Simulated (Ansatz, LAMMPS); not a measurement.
**Energy and forces of amorphous Hg33S25Se8 (66 atoms)**

Aim: energy, forces and density of states of amorphous Hg33S25Se8 (66 atoms) at a fixed geometry.

Program: Ansatz 0.2.0. Level of theory: Kohn-Sham DFT, LDA, PAW (set soft_2), plane waves. Values are calculated unless marked as measured.

## (1) The structure

The cell holds 66 atoms: 33 Hg, 25 S and 8 Se. Cell: a = 12.034 Å, b = 12.034 Å, c = 12.034 Å, α = 90.0°, β = 90.0°, γ = 90.0°. 66 atoms (33 Hg, 25 S, 8 Se) placed at random at 7.67 g/cm³, melted at 2500 K for 10 ps at fixed volume with the Stillinger-Weber II-VI potential (Zhou et al., Phys. Rev. B 88, 085309 (2013)). Quenched from 2500 K to 500 K at 10 K/ps and fixed volume, held 5 ps, then minimised at fixed cell.

What the set-up can't give: The quench rate of 10 K/ps is orders of magnitude faster than experiment, which tends to freeze in extra defects. The network of bonds at the start is that of the classical potential that made the cell, and needn't be the one that DFT or experiment would give. Only the Γ point is sampled, in a cell whose shortest periodic width is 12 Å. The levels lack spin–orbit coupling, which is large for the heavy elements here.

## (2) The classical run that made the cell

A classical potential makes the cell, at a small fraction of what the same run would cost in DFT.

This step: classical MD, Stillinger-Weber II-VI potential (Zhou et al., Phys. Rev. B 88, 085309 (2013)) (LAMMPS 22 Jul 2025 - Update 4).

The input, in.lmp:

```
# melt-quench of Hg33S25Se8
units metal
atom_style atomic
boundary p p p
region box block 0 12.0340 0 12.0340 0 12.0340
create_box 3 box
mass 1 200.5920   # Hg
mass 2 32.0600   # S
mass 3 78.9710   # Se
create_atoms 1 random 33 699039 NULL overlap 2.14 maxtry 2000
create_atoms 2 random 25 699046 NULL overlap 2.14 maxtry 2000
create_atoms 3 random 8 699053 NULL overlap 2.14 maxtry 2000
pair_style sw
pair_coeff * * CdTeZnSeHgS0.sw Hg S Se
neigh_modify delay 0 every 1 check yes
thermo_style custom step time temp pe press density
thermo_modify norm yes
timestep 0.001
thermo 100
min_style cg
minimize 1e-4 1e-4 200 2000
reset_timestep 0
velocity all create 2500 699040 mom yes dist gaussian
fix lim all nve/limit 0.05
fix lan all langevin 2500 2500 0.1 699041 zero yes
thermo 500
run 1000 post no
unfix lim
unfix lan
thermo 1666
fix md all nvt temp 2500 2500 0.1
run 10000 post no
unfix md
thermo 20000
fix md all nvt temp 2500 500 0.1
run 200000 post no
unfix md
thermo 2500
fix md all nvt temp 500 500 0.1
run 5000 post no
unfix md
thermo 100
min_style cg
minimize 0 1e-3 2000 20000
write_dump all custom glass.dump id type xs ys zs modify sort id
```

Launch:

```sh
$ lmp -in in.lmp -log none -nocite
```

Output:

```text
LAMMPS (22 Jul 2025 - Update 4)
Created orthogonal box = (0 0 0) to (12.034 12.034 12.034)
Created 33 atoms
Created 25 atoms
Created 8 atoms
   Step          Time           Temp          PotEng         Press         Density
         0   0              0              0.54188634     415905.29      7.6730171
        54   0.054          0             -1.5691311     -3929.1341      7.6730171
Loop time of 0.0120148 s on 1 MPI rank(s) for 54 steps with 66 atoms
Minimization stats:
  Stopping criterion = energy tolerance
  Energy initial, next-to-last, final =
     0.541886335498442  -1.56900066676213  -1.56913110925386
  Force two-norm initial, final = 83.857476 0.36037248
  Iterations, force evaluations = 54 82
   Step          Time           Temp          PotEng         Press         Density
         0   0              2500          -1.5691311      8944.6757      7.6730171
       500   0.5            2286.926      -1.2787307      30445.269      7.6730171
[... 10 lines left out ...]
[... 1 line left out ...]
Loop time of 1.43325 s on 1 MPI rank(s) for 10000 steps with 66 atoms
   Step          Time           Temp          PotEng         Press         Density
[... 12 lines left out ...]
Loop time of 27.4716 s on 1 MPI rank(s) for 200000 steps with 66 atoms
   Step          Time           Temp          PotEng         Press         Density
[... 2 lines left out ...]
    215000   215            462.87677     -1.6642493     -1228.413       7.6730171
    216000   216            400.77096     -1.6696782     -3845.7837      7.6730171
Loop time of 0.612937 s on 1 MPI rank(s) for 5000 steps with 66 atoms
   Step          Time           Temp          PotEng         Press         Density
    216000   216            400.77096     -1.6696782     -3845.7838      7.6730171
    216074   216.074        400.77096     -1.7277076     -4614.5294      7.6730171
Loop time of 0.0173709 s on 1 MPI rank(s) for 74 steps with 66 atoms
Minimization stats:
  Stopping criterion = force tolerance
  Energy initial, next-to-last, final =
     -1.66967816144016  -1.72770764037098  -1.72770764170995
  Force two-norm initial, final = 8.0966242 0.00098922779
  Iterations, force evaluations = 74 147
```

Elapsed: 30 s, on 1 thread of Arm Neoverse V1, shared host; peak memory 0.07 GiB.

## (3) Plane-wave single point

The electrons are solved once, with the atoms held.

The input, input.yaml:

```yaml
crystal:
  lattice:
    - [12.034, 0.0, 0.0]
    - [0.0, 12.034, 0.0]
    - [0.0, 0.0, 12.034]
  atoms:
    - { symbol: Hg, position: [0.73616, 0.69763, 0.62055] }
    - { symbol: Hg, position: [0.80887, 0.01962, 0.53127] }
    - { symbol: Hg, position: [0.21322, 0.19087, 0.08872] }
    - { symbol: Hg, position: [0.37004, 0.72951, 0.77101] }
    - { symbol: Hg, position: [0.50591, 0.69654, 0.44042] }
    - { symbol: Hg, position: [0.16842, 0.43532, 0.35654] }
    - { symbol: Hg, position: [0.29914, 0.5353, 0.10715] }
    - { symbol: Hg, position: [0.82069, 0.22606, 0.36067] }
    - { symbol: Hg, position: [0.55464, 0.98703, 0.33209] }
    - { symbol: Hg, position: [0.79831, 0.77993, 0.05466] }
    - { symbol: Hg, position: [0.40693, 0.29902, 0.35869] }
    - { symbol: Hg, position: [0.77166, 0.80876, 0.33215] }
    - { symbol: Hg, position: [0.93766, 0.30871, 0.70803] }
    - { symbol: Hg, position: [0.17156, 0.71028, 0.51317] }
    - { symbol: Hg, position: [0.95015, 0.53471, 0.09401] }
    - { symbol: Hg, position: [0.27752, 0.99566, 0.28413] }
    - { symbol: Hg, position: [0.84902, 0.50681, 0.43452] }
    - { symbol: Hg, position: [0.12509, 0.8746, 0.97921] }
    - { symbol: Hg, position: [0.60392, 0.20825, 0.5649] }
    - { symbol: Hg, position: [0.69838, 0.23684, 0.84466] }
    - { symbol: Hg, position: [0.58553, 0.25386, 0.12569] }
    - { symbol: Hg, position: [0.92475, 0.1742, 0.04141] }
    - { symbol: Hg, position: [0.02582, 0.92833, 0.28453] }
    - { symbol: Hg, position: [0.61737, 0.59089, 0.91974] }
    - { symbol: Hg, position: [0.41792, 0.05915, 0.89832] }
    - { symbol: Hg, position: [0.44688, 0.83182, 0.08682] }
    - { symbol: Hg, position: [0.24639, 0.44436, 0.6741] }
    - { symbol: Hg, position: [0.07862, 0.1965, 0.4692] }
    - { symbol: Hg, position: [0.69352, 0.94483, 0.81849] }
    - { symbol: Hg, position: [0.02672, 0.04486, 0.79687] }
    - { symbol: Hg, position: [0.39592, 0.35223, 0.90603] }
    - { symbol: Hg, position: [0.95988, 0.64305, 0.78975] }
    - { symbol: Hg, position: [0.3025, 0.03135, 0.62537] }
    - { symbol: S, position: [0.77454, 0.33104, 0.02444] }
    - { symbol: S, position: [0.7619, 0.73539, 0.83837] }
    - { symbol: S, position: [0.60236, 0.19323, 0.33745] }
    - { symbol: S, position: [0.8314, 0.09757, 0.72745] }
    - { symbol: S, position: [0.07387, 0.40532, 0.55855] }
    - { symbol: S, position: [0.12749, 0.91096, 0.64977] }
    - { symbol: S, position: [0.21679, 0.49089, 0.88759] }
    - { symbol: S, position: [0.61476, 0.51779, 0.588] }
    - { symbol: S, position: [0.37472, 0.32963, 0.13168] }
    - { symbol: S, position: [0.28939, 0.98567, 0.05441] }
    - { symbol: S, position: [0.96159, 0.63676, 0.57133] }
    - { symbol: S, position: [0.10127, 0.22727, 0.90191] }
    - { symbol: S, position: [0.4251, 0.33667, 0.58675] }
    - { symbol: S, position: [0.73423, 0.57067, 0.10169] }
    - { symbol: S, position: [0.42283, 0.6587, 0.96719] }
    - { symbol: S, position: [0.15795, 0.73703, 0.82333] }
    - { symbol: S, position: [0.78495, 0.33188, 0.5534] }
    - { symbol: S, position: [0.31082, 0.20048, 0.77019] }
    - { symbol: S, position: [0.68769, 0.61115, 0.33916] }
    - { symbol: S, position: [0.28189, 0.14023, 0.44193] }
    - { symbol: S, position: [0.57835, 0.41113, 0.81197] }
    - { symbol: S, position: [0.35898, 0.61532, 0.59098] }
    - { symbol: S, position: [0.95317, 0.87128, 0.47614] }
    - { symbol: S, position: [0.60992, 0.08385, 0.98418] }
    - { symbol: S, position: [0.9675, 0.44748, 0.8884] }
    - { symbol: Se, position: [0.47452, 0.91798, 0.72868] }
    - { symbol: Se, position: [0.6449, 0.92394, 0.13257] }
    - { symbol: Se, position: [0.96628, 0.40679, 0.27308] }
    - { symbol: Se, position: [0.17935, 0.64324, 0.28438] }
    - { symbol: Se, position: [0.01142, 0.76525, 0.13028] }
    - { symbol: Se, position: [0.04061, 0.1506, 0.23748] }
    - { symbol: Se, position: [0.37953, 0.79679, 0.29194] }
    - { symbol: Se, position: [0.62808, 0.88044, 0.52454] }
kpoints:
  mp_grid: { grid: [1, 1, 1] }
hamiltonian:
  xc: lda
scf:
  occupations: { method: fermi_dirac, width: 0.05 }
output:
  forces: true
  stress: true
  populations: true
  dos:
    method: { smearing: { sigma: 0.1 } }
    de: 0.1
    projected: { site_lists: { Hg: [Hg], S: [S], Se: [Se] } }
  eigenvalues: true
  write_density: true
  write_potential: true
  volumetric_format: npy
```

Launch:

```sh
$ ansatz run input.yaml --threads 8 --pin off --max-ram 15872MiB --backend cpu --events-out ev --progress --plain --runs-dir out
```

Output:

```text
Engine: ansatz 0.2.0, aarch64-unknown-linux-gnu
Pseudopotentials: kind: paw
Pseudopotential: Hg, paw, valence charge 20, recommended cutoff 420 eV (normal), Hg.paw.azcp
Pseudopotential: S, paw, valence charge 6, recommended cutoff 420 eV (normal), S.paw.azcp
Pseudopotential: Se, paw, valence charge 16, recommended cutoff 420 eV (normal), Se.paw.azcp
[... 3 lines on functional and potentials left out ...]
Crystal: 66 atoms, lattice volume = 1742.730 Å³
Basis set: ecut = 420 eV, 34049 PW (Γ)
Bands: 563, of which v1, the nominal top of the filled ones, is band 469 counted from 1 (468 counted from 0)
Symmetry: 1 space group operations
Space group: P1 (ITA 1), of the structure as read, at distance tolerance 1.2e-4 Å
k-points: 1
[... 10 lines on functional and potentials left out ...]
Initial density: superposition of atomic densities (neutral atoms: chi_scale 0, normalization atom), corrected by the library's trained network
Initial wavefunctions: pseudopotential atomic-orbital guess
Functional: x = slater, c = lda
SCF iter   1: F=—  HF=-511031.770295 eV  |F-HF|=—  |Δ(HF+E_count)|=         —  Δρ=7.52e-3  dr2=2.27e0  ethr=1.77e-3  ⟨swp⟩=5.0  Hψ=1833  notcnv=0  defer=51
preconditioner: auto → LDOS  [insulator: Δε(μ)=0.113 eV  Ē_g=9.647 eV  σ=0.050 eV  W_gap=0.51  n_scr=460 (ndim 8)  ℏωp=21.7 eV  f_vac=0.107  D(μ)=23.78/eV (n_scr^D=122)  ε∞_Penn≈6.0  β→1.0]
SCF iter   2: F=—  HF=-511031.528220 eV  |F-HF|=—  |Δ(HF+E_count)|=   2.42e-1  Δρ=3.96e-3  dr2=3.98e-1  ethr=2.42e-4  ⟨swp⟩=2.0  Hψ=935  notcnv=0  defer=67
SCF iter   3: F=—  HF=-511031.438559 eV  |F-HF|=—  |Δ(HF+E_count)|=   8.97e-2  Δρ=1.42e-3  dr2=6.76e-2  ethr=4.24e-5  ⟨swp⟩=2.0  Hψ=934  notcnv=0  defer=67
SCF iter   4: F=—  HF=-511031.424616 eV  |F-HF|=—  |Δ(HF+E_count)|=   1.39e-2  Δρ=3.89e-4  dr2=7.32e-3  ethr=7.20e-6  ⟨swp⟩=2.0  Hψ=760  notcnv=0  defer=67
SCF iter   5: F=—  HF=-511031.423604 eV  |F-HF|=—  |Δ(HF+E_count)|=   1.01e-3  Δρ=1.63e-4  dr2=1.21e-3  ethr=7.80e-7  ⟨swp⟩=2.0  Hψ=760  notcnv=0  defer=67
SCF iter   6: F=—  HF=-511031.423347 eV  |F-HF|=—  |Δ(HF+E_count)|=   2.57e-4  Δρ=8.21e-5  dr2=2.96e-4  ethr=1.29e-7  ⟨swp⟩=2.0  Hψ=761  notcnv=0  defer=67
SCF iter   7: F=—  HF=-511031.423608 eV  |F-HF|=—  |Δ(HF+E_count)|=   2.61e-4  Δρ=4.03e-5  dr2=6.89e-5  ethr=3.15e-8  ⟨swp⟩=2.0  Hψ=761  notcnv=0  defer=67
SCF iter   8: F=—  HF=-511031.429409 eV  |F-HF|=—  |Δ(HF+E_count)|=   5.80e-3  Δρ=1.67e-5  dr2=1.20e-5  ethr=7.34e-9  ⟨swp⟩=2.0  Hψ=644  notcnv=0  defer=67
SCF iter   9: F=—  HF=-511031.429407 eV  |F-HF|=—  |Δ(HF+E_count)|=   1.68e-6  Δρ=6.54e-6  dr2=1.75e-6  ethr=1.28e-9  ⟨swp⟩=2.0  Hψ=763  notcnv=0  defer=67
SCF iter  10: F=—  HF=-511031.429407 eV  |F-HF|=—  |Δ(HF+E_count)|=   2.36e-7  Δρ=2.40e-6  dr2=2.38e-7  ethr=1.86e-10  ⟨swp⟩=3.0  Hψ=753  notcnv=0  defer=67
SCF iter  11: F=-511031.429407 eV  HF=-511031.429407 eV  |F-HF|=3.99e-8  |Δ(HF+E_count)|=   2.71e-8  Δρ=1.16e-6  dr2=4.86e-8  ethr=1.07e-11  ⟨swp⟩=14.0  Hψ=4020  notcnv=0
SCF 1 converged in 11 iterations: F = -511031.429407 eV  dr2 = 4.86e-8
  greatest PAW one-centre occupation: 1.000 electrons in one spin orbital (limit 2), on the Hg atom at site 24 (counted from 0), in its partial waves of l = 0
SCF converged after 11 iterations
Free energy (F): -511031.429407 eV
Harris-Foulkes:  -511031.429407 eV  (|F-HF|=3.99e-8)
Internal energy: -511031.202172 eV  (E = F + TS)
E sigma→0 (E₀):  -511031.315790 eV
Entropy (-TS):   -0.227235 eV (-3.443 meV/atom)
Fermi energy:    8.127574 eV
--- Per-component energies (eV) ---
  E_band       = -19853.550935
  E_kinetic    = 23446.854661
  E_local      = -139400.589463  (includes V_loc(G=0)·N_el)
  E_nonlocal   = -1281.984227
  E_hartree    = 61055.685571
  E_xc         = -10389.599583
  E_vxc        = -11534.571038  (∫ρ·V_xc dr)
  E_paw        = -347456.106574  (= ΣΔE_a)
  E_vpaw       = -13194.661470  (= ΣTr[D̂ρ^β])
  E_aug_tail   = 0.023150  (compensation charges beyond the density's cutoff)
  E_ewald      = -97046.065605
  E_core_change = 40.579897  (= ΣΔE_core)
  E_smearing   = -0.227235  (= −TS)
  E_closure    = -0.000000  (closes the sum)
  Σ components = -511031.429407   (vs F -511031.429407, Δ=0.00e0)
--- Forces (eV/Å), atoms counted from 1 ---
  atom   1  Hg    -0.13904237    -0.47872635    -0.18629996
  atom   2  Hg     0.37016617     0.01839769    -0.25535037
  atom   3  Hg    -0.15960408     0.11140544    -0.19406579
  atom   4  Hg    -0.00016881    -0.03575958    -0.09171958
  atom   5  Hg     0.29643601    -0.52266809     0.39497422
  atom   6  Hg     0.17307143     0.13594658     0.29753745
  atom   7  Hg    -0.27192458     0.35680594    -0.07164142
  atom   8  Hg     0.56232737    -0.04109988     0.38371991
  atom   9  Hg    -0.31274618    -0.50464124     0.04198535
  atom  10  Hg    -0.02530244    -0.21460284     0.33588841
  atom  11  Hg    -0.29956609     0.48349573     0.54343240
  atom  12  Hg     0.01439399    -0.03699928     0.37820366
  atom  13  Hg     0.00817521     0.53293383     0.15023184
  atom  14  Hg    -0.08029739    -0.31935925     0.31778587
[...]
atom  65  Se    -0.09820731     0.77054896     0.44078232
  atom  66  Se     0.25396633    -0.17897975    -0.38984372
  max |Σ_I F_I| component: 4.40e-5 eV/Å
--- Stress (GPa, compression-positive) ---
       -4.506843       0.162255       0.276460
        0.162255      -4.291281      -0.185161
        0.276460      -0.185161      -4.710131
  P = ⅓ Tr σ = -4.5028 GPa (-45.028 kbar)
--- Band table (eV) ---
  k-point 0: bands = ["-106.9749", "-106.9000", "-106.8460", "-106.8188", [... 547 levels ...], "14.0490", "14.1242", "14.1596", "14.1935", "14.2802", "14.3757", "14.4251", "14.4487", "14.4977", "14.5718", "14.6222", "14.6544"]
--- Löwdin populations: 66 sites ---
  site symbol       q [e]
     0     Hg     19.1272
     1     Hg     19.1648
     2     Hg     19.0343
[...]
65     Se     16.7672
  spilling = 0.007619 (of n_electrons = 938.000000)
```

Wall time 26 s (8 threads of Arm Neoverse V1, shared host); peak memory 2.6 GiB; 3.2 min of CPU time.

Reading the cycles: dr2 is the Hartree energy of the density residual (eV), the measure of convergence; HF is the Harris–Foulkes estimate of the energy, which meets the free energy F at convergence.

Read from the output:

- free energy: -511031.4294 eV
- free energy per atom: -7742.9004 eV/atom
- SCF cycles: 11
- pressure: -4.503 GPa
- r.m.s. force component: 0.3607 eV/Å
- longest force: 1.319 eV/Å
- Fermi energy: 8.128 eV
- levels partly filled by over 2 per cent: 6
- spilling of the projection: 0.007619

Neighbours are counted within 3.08 Å (Hg-S), 3.35 Å (Hg-Se).

Length of the force by element and coordination:

| element | coordination | atoms | mean length of the force (eV/Å) | spread | least | most |
| --- | --- | --- | --- | --- | --- | --- |
| Hg | all | 33 | 0.524 | 0.21 | 0.0984 | 1.05 |
| Hg | 3 | 9 | 0.571 | 0.209 | 0.353 | 1.05 |
| Hg | 4 | 24 | 0.506 | 0.208 | 0.0984 | 0.818 |
| S | all | 25 | 0.612 | 0.293 | 0.112 | 1.32 |
| S | 1 | 1 | 0.448 | 0 | 0.448 | 0.448 |
| S | 3 | 12 | 0.693 | 0.324 | 0.112 | 1.32 |
| S | 4 | 7 | 0.609 | 0.260 | 0.254 | 1.01 |
| S | 5 | 5 | 0.453 | 0.187 | 0.271 | 0.805 |
| Se | all | 8 | 0.657 | 0.194 | 0.471 | 1.02 |
| Se | 3 | 1 | 1.02 | 0 | 1.02 | 1.02 |
| Se | 4 | 5 | 0.599 | 0.155 | 0.471 | 0.893 |
| Se | 5 | 2 | 0.622 | 0.123 | 0.498 | 0.745 |

States in the cell by windows of 1 eV, zero at the Fermi level; the larger projections on atomic orbitals stand beside the total:

| from (eV) | to (eV) | total | Hg d | S p | Hg s | Se p | S s |
| --- | --- | --- | --- | --- | --- | --- | --- |
| -18 | -14 | 0.0 | 0.0 | 0.0 | 0.0 | 0.0 | 0.0 |
| -14 | -13 | 23.2 | 1.0 | 0.1 | 2.2 | 0.1 | 11.7 |
| -13 | -12 | 33.7 | 1.8 | 0.4 | 1.7 | 0.1 | 23.6 |
| -12 | -11 | 9.0 | 0.5 | 0.2 | 0.3 | 0.0 | 7.9 |
| -11 | -8 | 0.0 | 0.0 | 0.0 | 0.0 | 0.0 | 0.0 |
| -8 | -7 | 81.6 | 67.5 | 8.3 | 2.9 | 2.5 | 0.1 |
| -7 | -6 | 245.7 | 229.8 | 7.9 | 3.0 | 2.5 | 1.5 |
| -6 | -5 | 22.2 | 8.4 | 4.8 | 6.1 | 1.8 | 0.7 |
| -5 | -4 | 36.4 | 7.0 | 11.4 | 12.1 | 3.6 | 1.4 |
| -4 | -3 | 27.5 | 2.8 | 14.3 | 3.6 | 5.1 | 0.6 |
| -3 | -2 | 43.3 | 4.1 | 27.1 | 2.0 | 7.6 | 0.5 |
| -2 | -1 | 48.1 | 4.2 | 29.6 | 2.2 | 9.5 | 0.5 |
| -1 | 0 | 24.6 | 1.1 | 14.4 | 2.6 | 4.9 | 0.3 |
| 0 | 1 | 26.1 | 0.6 | 11.9 | 7.9 | 2.9 | 0.3 |
| 1 | 2 | 26.4 | 0.3 | 8.2 | 10.4 | 3.3 | 0.4 |
| 2 | 3 | 16.0 | 0.1 | 4.2 | 5.4 | 1.5 | 0.1 |
| 3 | 4 | 22.8 | 0.1 | 1.3 | 1.1 | 0.5 | 0.0 |
| 4 | 5 | 36.9 | 0.1 | 1.4 | 0.7 | 0.4 | 0.0 |

The levels nearest the highest filled one (over half full), pooled over k-points and spins:

| level less the highest filled one (eV) | occupation |
| --- | --- |
| -0.370 | 2 |
| -0.294 | 2.00 |
| -0.253 | 2.00 |
| -0.144 | 1.96 |
| -0.0531 | 1.77 |
| 0 | 1.46 |
| 0.118 | 0.404 |
| 0.143 | 0.267 |
| 0.19 | 0.114 |
| 0.281 | 0.019 |
| 0.318 | 0.009 |
| 0.400 | 0.002 |

Valence density in the bc plane at fractional x = 0.615, with atoms of Hg and S and Se within 0.2 Å of it. It is the smooth field of the valence electrons, not physical close to the nuclei.

Ten steps, logarithmic in the rise over the least value, from '0' (0 e/Å³) to '9' (21 e/Å³), each cell a mean:
```
2332331100000000024676410000000001
2333321110000001136898520000000001
1111111222111222235787520000001111
1100012332223333222444210000012332
1100001222123333211111000000012333
1000000111112333210000000000001222
0000000000001111100000000000000110
0000001110000001122110000000000000
0000124442100012333321000000011100
0001257874200013322321100011233211
0001368985200012333321000012488631
0000246653100001222210000112599731
0000112221000000011100111112355421
1000112211000000000011111111122211
3211233331000000000122211000001123
5322332332100000001233211000001245
5321233332100000001222210000001245
2111123321000000000111100000001122
1000011222100000000000000000011222
1000012465420000000000000000124543
2100014688631000000000000000136874
2111113677531000000000000000135663
2233222344210000000110000000012222
2333331111100000001222100000000011
```
Columns run along b (12.0 Å), rows up along c (12.0 Å). Atoms in or near the plane, at fractional coordinates: Hg at (0.21, 0.56), Hg at (0.59, 0.92), S at (0.19, 0.34), S at (0.52, 0.59), S at (0.08, 0.98), Se at (0.88, 0.52).

(Part 1 of 2 ends here.)

[Long decimals in the printed logs are rounded to 6 places.]

[Logs are printed without paths, hosts, clocks, repeated set-up lines and the standing remarks that a program may print on its own settings, such as how far it seeks lower states.]

[Hosts, paths, dates, database ids (printed as entryN), source tags and the programs' standing remarks are cut or masked in the printed files.]
